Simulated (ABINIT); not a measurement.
# VBiO4 (Clinobisvanite): a self-consistent loop beyond G0W0, cycle by cycle

How far does self-consistency move the gap of VBiO4 (Clinobisvanite)?

Calculated with ABINIT 10.8.3; LDA and many-body steps on it, plane waves.

**What was measured.**

- Gap 2.38 eV: optical gap from linear extrapolation of the absorption edge; UV-visible absorption, Tauc-type extrapolation; powder (hydrothermally grown porous microspheres, annealed at 500 C) (“Fabrication and performance enhancement of an In2O3/BiVO4 heterojunction for N-butanol gas sensing applications”, 2024, pmc:11650617).

- Gap 2.27 eV: optical absorption edge, indirect Tauc analysis, light polarized along [-110] (tetragonal axes), perpendicular to principal axis; transmittance and reflectance spectroscopy, Tauc plot; 300 K; bulk crystal (Czochralski single crystal, (110)-oriented, 360 um thick) (“Role of the ferroelastic strain in the optical absorption of BiVO4”, 2020, arxiv:2004.10183).

- Gap 2.39 eV: optical absorption edge, indirect Tauc analysis, light polarized along [001] (tetragonal axes), parallel to principal axis; transmittance and reflectance spectroscopy, Tauc plot; 300 K; bulk crystal (Czochralski single crystal, (110)-oriented, 360 um thick) (“Role of the ferroelastic strain in the optical absorption of BiVO4”, 2020, arxiv:2004.10183).

### 1. The starting structure

It takes space group C2/c (No. 15, monoclinic). The conventional cell has a = 7.247 Å, b = 11.697 Å, c = 5.090 Å, α = 90.00°, β = 134.22°, γ = 90.00°. Nearest to V lie 4 O at 1.69 to 1.77 Å. Nearest to Bi lie 8 O at 2.35 to 2.63 Å. O has 1 V at 1.77 Å and 2 Bi at 2.35 to 2.37 Å nearest. Nearest to O lie 1 V at 1.69 Å and 2 Bi at 2.52 to 2.63 Å. Farther neighbours and most contacts between anions are not listed.

The cell and positions come from the Crystallography Open Database and are kept as given unless a step says otherwise. Spin-orbit coupling is left out unless a step names it.

### 2. Empty states on the mesh, 2×2×4 mesh, 157 bands

This step: ABINIT 10.8.3; DFT, LDA, plane waves, norm-conserving pseudopotentials.

The sums over transitions need many empty states on a uniform mesh; this step solves for them.

Contents of run.abi:

```
acell 3*1.0 Angstrom
rprim 
  3.623583094700 -5.848600000000 -0.000000000000
  3.623583094700 5.848600000000 0.000000000000
  -3.550011012700 0.000000000000 3.647394391800
ntypat 3
znucl 23 83 8
natom 12
typat 1 1 2 2 3 3 3 3 3 3 3 3
xred 
  0.870000000000 0.130000000000 0.750000000000
  0.130000000000 0.870000000000 0.250000000000
  0.366500000000 0.633500000000 0.750000000000
  0.633500000000 0.366500000000 0.250000000000
  0.938300000000 0.354700000000 0.638800000000
  0.645300000000 0.061700000000 0.861200000000
  0.061700000000 0.645300000000 0.361200000000
  0.354700000000 0.938300000000 0.138800000000
  0.811300000000 0.709900000000 0.879600000000
  0.290100000000 0.188700000000 0.620400000000
  0.188700000000 0.290100000000 0.120400000000
  0.709900000000 0.811300000000 0.379600000000
pp_dirpath "pseudos"
pseudos "V.upf, Bi.upf, O.upf"
ecut 42
ngkpt 2 2 4
nshiftk 1
shiftk 0 0 0
kptopt 1
chksymbreak 0
iscf -2
irdden 1
istwfk *1
nband 157
nbdbuf 14
tolwfr 1e-09
nstep 60
prtvol 0
indata_prefix "in"
outdata_prefix "out"
tmpdata_prefix "tmp"
```

Launch:

```
$ OMP_NUM_THREADS=1 mpirun -n 4 abinit run.abi > log
```

Numbers of over 12 decimals in the logs are rounded to 6 here.

What it wrote:

```text
.Version 10.8.3 of ABINIT. v10.8.2 released Aug 2026.

 Symmetries : space group C2/c (# 15); Bravais mC (1-face-center monocl.)
[... echo of the input left out ...]
== DATASET  1 ==================================================================
-   mpi_nproc: 4, omp_nthreads: 1 (-1 if OMP is not activated)

--- !DatasetInfo
iteration_state: {dtset: 1, }
dimensions: {natom: 12, nkpt: 9, mband: 157, nsppol: 1, nspinor: 1, nspden: 1, mpw: 13589, }
cutoff_energies: {ecut:  42.0, pawecutdg:  -1.0, }
[...]
1.30162    1.31670    1.35029    1.35514    1.37101    1.37897    1.39789    1.40262
   1.41787    1.42042    1.42925    1.43573    1.45095    1.46560    1.47544    1.47612
   1.47769    1.50176    1.50448    1.51137    1.54108
 prteigrs : prtvol=0 or 1, do not print more k-points.

== END DATASET(S) ==============================================================
================================================================================

 -outvars: echo values of variables after computation  --------
            nband         157
             nkpt           9
          spgroup          15
 [... the other variables as echoed above ...]

 Calculation completed.
```

Wall time 5.2 min (4 MPI ranks of Arm Neoverse V1, shared host); peak memory 0.71 GiB; 21 min of CPU time.

This step gave:

* gap: 2.325 eV
* k of the valence top: 0, 0, 0.25
* k of the conduction bottom: 0.5, 0, 0.5
* least direct gap: 2.381 eV
* k points computed: 9
* lowest point of the top converged band, above the valence top: 32.57 eV

On this mesh the gap is 2.325 eV.

The density comes from a self-consistent run that is not shown.

### 3. Screening, 2×2×4 mesh, 143 bands, screening to 89.8 eV

The RPA dielectric matrix is built and inverted for each q.

This step: RPA screening on LDA, plane waves, norm-conserving pseudopotentials.

Edit run.abi of step 2 so:

```diff
@@ -30,10 +30,11 @@
 chksymbreak 0
-iscf -2
-irdden 1
 istwfk *1
-nband 157
-nbdbuf 14
-tolwfr 1e-09
-nstep 60
-prtvol 0
+occopt 1
+irdwfk 1
+optdriver 3
+nband 143
+ecuteps 3.3
+inclvkb 2
+awtr 1
+symchi 1
 indata_prefix "in"
```

What it wrote:

```text
.Version 10.8.3 of ABINIT. v10.8.2 released Aug 2026.

 Symmetries : space group C2/c (# 15); Bravais mC (1-face-center monocl.)
[... echo of the input left out ...]
== DATASET  1 ==================================================================
-   mpi_nproc: 4, omp_nthreads: 1 (-1 if OMP is not activated)

--- !DatasetInfo
iteration_state: {dtset: 1, }
dimensions: {natom: 12, nkpt: 9, mband: 143, nsppol: 1, nspinor: 1, nspden: 1, mpw: 13589, }
cutoff_energies: {ecut:  42.0, pawecutdg:  -1.0, }
electrons: {nelect:   1.20000000E+02, charge:   0.00000000E+00, occopt:   1.00000000E+00, tsmear:   1.00000000E-02, }

 SCREENING: Calculation of the susceptibility and dielectric matrices

 Based on a program developped by R.W. Godby, V. Olevano, G. Onida, and L. Reining.
 Incorporated in ABINIT by V. Olevano, G.-M. Rignanese, and M. Torrent.
.Using double precision arithmetic ; gwpc =  8

[... cell and pseudopotentials left out ...]
--------------------------------------------------------------------------------

 ==== K-mesh for the wavefunctions ====
 Number of points in the irreducible wedge :     9
[... list of points left out ...]
 Together with  4 symmetry operations and time-reversal symmetry
 yields    16 points in the full Brillouin Zone.

 ==== Q-mesh for the screening function ====
 Number of points in the irreducible wedge :     9
[... list of points left out ...]
 Together with  4 symmetry operations and time-reversal symmetry
 yields    16 points in the full Brillouin Zone.

 setmesh: FFT mesh size selected  =    40x   40x   30
          total number of points  =        48000

 vcoul_init : cutoff-mode = AUXILIARY_FUNCTION
 q-points for optical limit:   1
     1)      0.000010    0.000020    0.000030

- screening: taking advantage of time-reversal symmetry
- Maximum band index for partially occupied states nbvw = 60
- Remaining bands to be divided among processors   nbcw = 83
- Number of bands treated by each node ~20

 Number of electrons calculated from density =  120.0000; Expected =  120.0000
 average of density, n =  0.115022
 r_s =    1.2756
 omega_plasma =   32.7150 [eV]

 calculating chi0 at frequencies [eV] :
  1    0.000000E+00    0.000000E+00
  2    0.000000E+00    3.271497E+01

--------------------------------------------------------------------------------
  q-point number  1        q = ( 0.000000, 0.000000, 0.000000) [r.l.u.]
--------------------------------------------------------------------------------
[... chi0 elements left out ...]
 For q-point:  0.000010 0.000020 0.000030
  dielectric constant =   7.3245
  dielectric constant without local fields =   8.4337

  Average fulfillment of the sum rule on Im[epsilon] for q-point    1 :     36.68  [%]
[... wings left out ...]
  q-point number  2        q = ( 0.500000, 0.000000, 0.000000) [r.l.u.]
--------------------------------------------------------------------------------
[... chi0 elements left out ...]
  Average fulfillment of the sum rule on Im[epsilon] for q-point    2 :     42.64  [%]

 [... 7 further q-points ...]
```

The job ended after 5.5 min (4 MPI ranks; peak memory 4.1 GiB; 22 min of CPU time).

This step gave:

```yaml
eps_infinity_with_local_fields_on_this_mesh_along_the_program_s_q_direction: 7.324
the_same_without_local_fields: 8.434
plasma_frequency: 32.72 eV
plane_waves_in_the_screening_matrix: 295
```

Local fields lower ε∞ by 13 %. On a Γ-centred mesh this coarse the value itself is usually too large, while a short band sum pulls it down.

### 4. G0W0

The self-energy is evaluated for the states that the input lists, and the levels follow from it, in one-shot runs by the linearised quasiparticle equation.

This step: G0W0 on LDA, plane waves, norm-conserving pseudopotentials.

Edit run.abi of step 3 so:

```diff
@@ -33,8 +33,21 @@
 irdwfk 1
-optdriver 3
+optdriver 4
 nband 143
+gwcalctyp 0
+ecutsigx 42
+symsigma 1
+nkptgw 4
+kptgw 
+  0.0000000000 0.0000000000 0.2500000000
+  0.5000000000 0.0000000000 0.5000000000
+  0.5000000000 0.0000000000 0.0000000000
+  0.0000000000 0.0000000000 0.0000000000
+bdgw 
+  59 62
+  59 62
+  59 62
+  59 62
 ecuteps 3.3
-inclvkb 2
-awtr 1
-symchi 1
+irdscr 1
+ppmodel 1
 indata_prefix "in"
```

What it wrote:

```text
.Version 10.8.3 of ABINIT. v10.8.2 released Aug 2026.

 Symmetries : space group C2/c (# 15); Bravais mC (1-face-center monocl.)
[... echo of the input left out ...]
== DATASET  1 ==================================================================
-   mpi_nproc: 4, omp_nthreads: 1 (-1 if OMP is not activated)

--- !DatasetInfo
iteration_state: {dtset: 1, }
dimensions: {natom: 12, nkpt: 9, mband: 143, nsppol: 1, nspinor: 1, nspden: 1, mpw: 13589, }
cutoff_energies: {ecut:  42.0, pawecutdg:  -1.0, }
electrons: {nelect:   1.20000000E+02, charge:   0.00000000E+00, occopt:   1.00000000E+00, tsmear:   1.00000000E-02, }

 SIGMA: Calculation of the GW corrections

 Based on a program developped by R.W. Godby, V. Olevano, G. Onida, and L. Reining.
 Incorporated in ABINIT by V. Olevano, G.-M. Rignanese, and M. Torrent.
.Using double precision arithmetic ; gwpc =  8

[... cell and pseudopotentials left out ...]
--------------------------------------------------------------------------------

 ==== K-mesh for the wavefunctions ====
 Number of points in the irreducible wedge :     9
[... list of points left out ...]
 Together with  4 symmetry operations and time-reversal symmetry
 yields    16 points in the full Brillouin Zone.

 ==== Q-mesh for screening function ====
 Number of points in the irreducible wedge :     9
[... list of points left out ...]
 Together with  4 symmetry operations and time-reversal symmetry
 yields    16 points in the full Brillouin Zone.

 vcoul_init : cutoff-mode = AUXILIARY_FUNCTION
 q-points for optical limit:   1
     1)      0.000010    0.000020    0.000030
 setmesh: FFT mesh size selected  =    60x   60x   48
          total number of points  =       172800

 Number of electrons calculated from density =  120.0000; Expected =  120.0000
 average of density, n =  0.115022
 r_s =    1.2756
 omega_plasma =   32.7150 [eV]

 === KS Band Gaps ===
  >>>> For spin  1
   Minimum direct gap =   2.3810 [eV], located at k-point      :   0.5000  0.0000  0.0000
   Fundamental gap    =   2.3245 [eV], Top of valence bands at :   0.0000  0.0000  0.2500
                                       Bottom of conduction at :   0.5000  0.0000  0.5000
 SIGMA fundamental parameters:
 PLASMON POLE MODEL  1
 number of plane-waves for SigmaX                13521
 number of plane-waves for SigmaC and W            295
 number of plane-waves for wavefunctions         13521
 number of bands                                   143
 number of independent spin polarizations            1
 number of spinorial components                      1
 number of k-points in IBZ                           9
 number of q-points in IBZ                           9
 number of symmetry operations                       4
 number of k-points in BZ                           16
 number of q-points in BZ                           16
 number of frequencies for dSigma/dE                 9
 frequency step for dSigma/dE [eV]                0.25
 number of omega for Sigma on real axis              0
 max omega for Sigma on real axis  [eV]           0.00
 zcut for avoiding poles [eV]                     0.10

 EPSILON^-1 parameters (SCR file):
 dimension of the eps^-1 matrix on file            295
 dimension of the eps^-1 matrix used               295
 number of plane-waves for wavefunctions         13521
 number of bands                                   143
 number of q-points in IBZ                           9
 number of frequencies                               2
 number of real frequencies                          1
 number of imag frequencies                          1

 matrix elements of self-energy operator (all in [eV])

 Perturbative Calculation

--- !SelfEnergy_ee
iteration_state: {dtset: 1, }
kpoint     : [   0.000,    0.000,    0.250, ]
spin       : 1
KS_gap     :    2.627
QP_gap     :    3.970
Delta_QP_KS:    1.343
data: !SigmaeeData |
     Band     E0 <VxcDFT>   SigX SigC(E0)      Z dSigC/dE  Sig(E)    E-E0       E
       59   4.879 -19.724 -24.209   5.025   0.766  -0.305 -19.310   0.414   5.293
       60   5.384 -19.614 -22.603   3.797   0.781  -0.281 -18.983   0.631   6.014
       61   8.010 -20.594 -14.004  -4.052   0.778  -0.286 -18.621   1.973   9.984
       62   8.173 -21.252 -14.454  -4.140   0.774  -0.292 -19.194   2.058  10.231

--- !SelfEnergy_ee
iteration_state: {dtset: 1, }
kpoint     : [   0.500,    0.000,    0.500, ]
spin       : 1
KS_gap     :    2.462
QP_gap     :    3.862
Delta_QP_KS:    1.400
data: !SigmaeeData |
     Band     E0 <VxcDFT>   SigX SigC(E0)      Z dSigC/dE  Sig(E)    E-E0       E
       59   4.988 -19.874 -24.006   4.756   0.769  -0.300 -19.394   0.481   5.469
       60   5.246 -19.529 -22.513   3.771   0.783  -0.277 -18.913   0.616   5.861
[...]
--- !SelfEnergy_ee
iteration_state: {dtset: 1, }
kpoint     : [   0.500,    0.000,    0.000, ]
spin       : 1
KS_gap     :    2.381
QP_gap     :    3.775
Delta_QP_KS:    1.394
data: !SigmaeeData |
     Band     E0 <VxcDFT>   SigX SigC(E0)      Z dSigC/dE  Sig(E)    E-E0       E
[...]
--- !SelfEnergy_ee
iteration_state: {dtset: 1, }
kpoint     : [   0.000,    0.000,    0.000, ]
spin       : 1
KS_gap     :    2.965
QP_gap     :    4.539
Delta_QP_KS:    1.573
data: !SigmaeeData |
     Band     E0 <VxcDFT>   SigX SigC(E0)      Z dSigC/dE  Sig(E)    E-E0       E
[...]
60   5.001 -20.090 -24.285   4.827   0.771  -0.298 -19.603   0.487   5.487
       61   7.966 -20.896 -14.115  -4.129   0.777  -0.287 -18.836   2.060  10.026
       62   8.407 -21.599 -14.724  -4.184   0.771  -0.297 -19.524   2.076  10.482

== END DATASET(S) ==============================================================
================================================================================

 -outvars: echo values of variables after computation  --------
           etotal      0.0000000000E+00
            nband         143
             nkpt           9
          spgroup          15
 [... the other variables as echoed above ...]

 Calculation completed.
```

Elapsed: 43 s, on 4 MPI ranks; peak memory 4 GiB; 2.8 min of CPU time.

Numbers from this step:

| Item | Value |
| --- | --- |
| G0W0 gap on the mesh | 3.71 eV |
| starting gap on the mesh | 2.325 eV |
| k of the valence top | 0, 0, 0.25 |
| k of the conduction bottom | 0.5, 0, 0.5 |
| Z at the valence top | 0.781 |
| Z at the conduction bottom | 0.776 |
| least direct G0W0 gap on the computed points | 3.775 eV |

The gap on the mesh goes from 2.32 eV to 3.71 eV, a correction of +1.39 eV.

### 5. evGW0, cycle 1

This step: evGW0 on LDA, plane waves, norm-conserving pseudopotentials.

Edit run.abi of step 4 so:

```diff
@@ -35,16 +35,26 @@
 nband 143
-gwcalctyp 0
+gwcalctyp 10
 ecutsigx 42
 symsigma 1
-nkptgw 4
+nkptgw 9
 kptgw 
+  0.0000000000 0.0000000000 0.0000000000
+  0.5000000000 0.0000000000 0.0000000000
+  0.5000000000 0.5000000000 0.0000000000
   0.0000000000 0.0000000000 0.2500000000
+  0.5000000000 0.0000000000 0.2500000000
+  0.5000000000 0.5000000000 0.2500000000
+  0.0000000000 0.0000000000 0.5000000000
   0.5000000000 0.0000000000 0.5000000000
-  0.5000000000 0.0000000000 0.0000000000
-  0.0000000000 0.0000000000 0.0000000000
+  0.5000000000 0.5000000000 0.5000000000
 bdgw 
-  59 62
-  59 62
-  59 62
-  59 62
+  35 72
+  35 72
+  35 72
+  35 72
+  35 72
+  35 72
+  35 72
+  35 72
+  35 72
 ecuteps 3.3
```

What it wrote:

```text
.Version 10.8.3 of ABINIT. v10.8.2 released Aug 2026.

 Symmetries : space group C2/c (# 15); Bravais mC (1-face-center monocl.)
[... echo of the input left out ...]
== DATASET  1 ==================================================================
-   mpi_nproc: 4, omp_nthreads: 1 (-1 if OMP is not activated)

--- !DatasetInfo
iteration_state: {dtset: 1, }
dimensions: {natom: 12, nkpt: 9, mband: 143, nsppol: 1, nspinor: 1, nspden: 1, mpw: 13589, }
cutoff_energies: {ecut:  42.0, pawecutdg:  -1.0, }
electrons: {nelect:   1.20000000E+02, charge:   0.00000000E+00, occopt:   1.00000000E+00, tsmear:   1.00000000E-02, }

 SIGMA: Calculation of the GW corrections

 Based on a program developped by R.W. Godby, V. Olevano, G. Onida, and L. Reining.
 Incorporated in ABINIT by V. Olevano, G.-M. Rignanese, and M. Torrent.
.Using double precision arithmetic ; gwpc =  8

[... cell and pseudopotentials left out ...]
--------------------------------------------------------------------------------

 ==== K-mesh for the wavefunctions ====
 Number of points in the irreducible wedge :     9
[... list of points left out ...]
 Together with  4 symmetry operations and time-reversal symmetry
 yields    16 points in the full Brillouin Zone.

 ==== Q-mesh for screening function ====
 Number of points in the irreducible wedge :     9
[... list of points left out ...]
 Together with  4 symmetry operations and time-reversal symmetry
 yields    16 points in the full Brillouin Zone.

 vcoul_init : cutoff-mode = AUXILIARY_FUNCTION
 q-points for optical limit:   1
     1)      0.000010    0.000020    0.000030
 setmesh: FFT mesh size selected  =    60x   60x   48
          total number of points  =       172800

 Number of electrons calculated from density =  120.0000; Expected =  120.0000
[...]
spin       : 1
KS_gap     :    2.462
QP_gap     :    3.862
Delta_QP_KS:    1.400
data: !SigmaeeData |
     Band     E_DFT   <VxcDFT>   E(N-1)  <Hhartree>   SigX  SigC[E(N-1)]    Z     dSigC/dE  Sig[E(N)]  DeltaE  E(N)_pert E(N)_diago
[...]
--- !SelfEnergy_ee
iteration_state: {dtset: 1, }
kpoint     : [   0.500,    0.500,    0.500, ]
spin       : 1
KS_gap     :    3.224
QP_gap     :    4.724
Delta_QP_KS:    1.499
data: !SigmaeeData |
     Band     E_DFT   <VxcDFT>   E(N-1)  <Hhartree>   SigX  SigC[E(N-1)]    Z     dSigC/dE  Sig[E(N)]  DeltaE  E(N)_pert E(N)_diago
[...]
71    11.149   -16.889    11.149    28.037   -11.281    -3.296     0.805    -0.242   -15.028     1.861    13.010    13.460
       72    11.149   -16.889    11.149    28.037   -11.281    -3.296     0.805    -0.242   -15.028     1.861    13.010    13.460

 New Fermi energy :        3.031028E-01 Ha ,    8.247847E+00 eV

 === QP Band Gaps ===
  >>>> For spin  1
   Minimum direct gap =   4.1792 [eV], located at k-point      :   0.5000  0.0000  0.0000
   Fundamental gap    =   4.1130 [eV], Top of valence bands at :   0.0000  0.0000  0.2500
                                       Bottom of conduction at :   0.5000  0.0000  0.5000

 writing QP data on file : out_QPS

 Convergence of QP corrections
 >>>>> For spin  1 <<<<<
.  kptgw no:  1; Maximum DeltaE = (   0.000   0.000) for band index: 29
.  kptgw no:  2; Maximum DeltaE = (   2.095   0.000) for band index: 29
.  kptgw no:  3; Maximum DeltaE = (   0.073   0.020) for band index: 36
[...]
.  kptgw no:  8; Maximum DeltaE = (   1.975  -0.000) for band index: 30
.  kptgw no:  9; Maximum DeltaE = (   0.063   0.006) for band index: 35

== END DATASET(S) ==============================================================
================================================================================

 -outvars: echo values of variables after computation  --------
           etotal      0.0000000000E+00
            nband         143
             nkpt           9
          spgroup          15
 [... the other variables as echoed above ...]

 Calculation completed.
```

It took 13 min on 4 MPI ranks; peak memory 11 GiB; 51 min of CPU time.

Numbers from this step:

```
quasiparticle gap on the mesh                         : 4.113 eV
gap of the density functional on the mesh             : 2.325 eV
k of the valence top                                  : 0, 0, 0.25
k of the conduction bottom                            : 0.5, 0, 0.5
Z at the valence top                                  : 0.781
Z at the conduction bottom                            : 0.776
least direct quasiparticle gap on the computed points : 4.179 eV
```

Against G0W0 in ABINIT (2×2×4 mesh, 143 bands, screening to 89.8 eV, Godby-Needs plasmon pole), the gap moves by +0.403 eV. This first cycle still uses the starting levels; it takes the full correction, at all points of the mesh, and its linearised value is 3.710 eV.

[end of part 1 of 3]

[Paths, hosts, dates, memory and timing lines, banners, echoed tables and standing remarks are left out of the program output.]

[Logs are printed without paths, hosts, clocks, repeated set-up lines and the standing remarks that a program may print on its own settings, such as how far it seeks lower states.]

[Runs of the session that timed out or met a known fault of the program may be left out.]

[Hosts, paths, dates, database ids (printed as entryN), source tags and the programs' standing remarks are cut or masked in the printed files.]

[G0W0 gaps are taken among the corrected bands and points alone; a level outside them can change the order at an edge.]

[Where Ansatz stands beside ABINIT at settings called matched, ABINIT's density can come from a denser mesh and the files from another edition; pairs whose starting gaps differed by over 0.03 eV were left out, so agreement reads better than it is.]
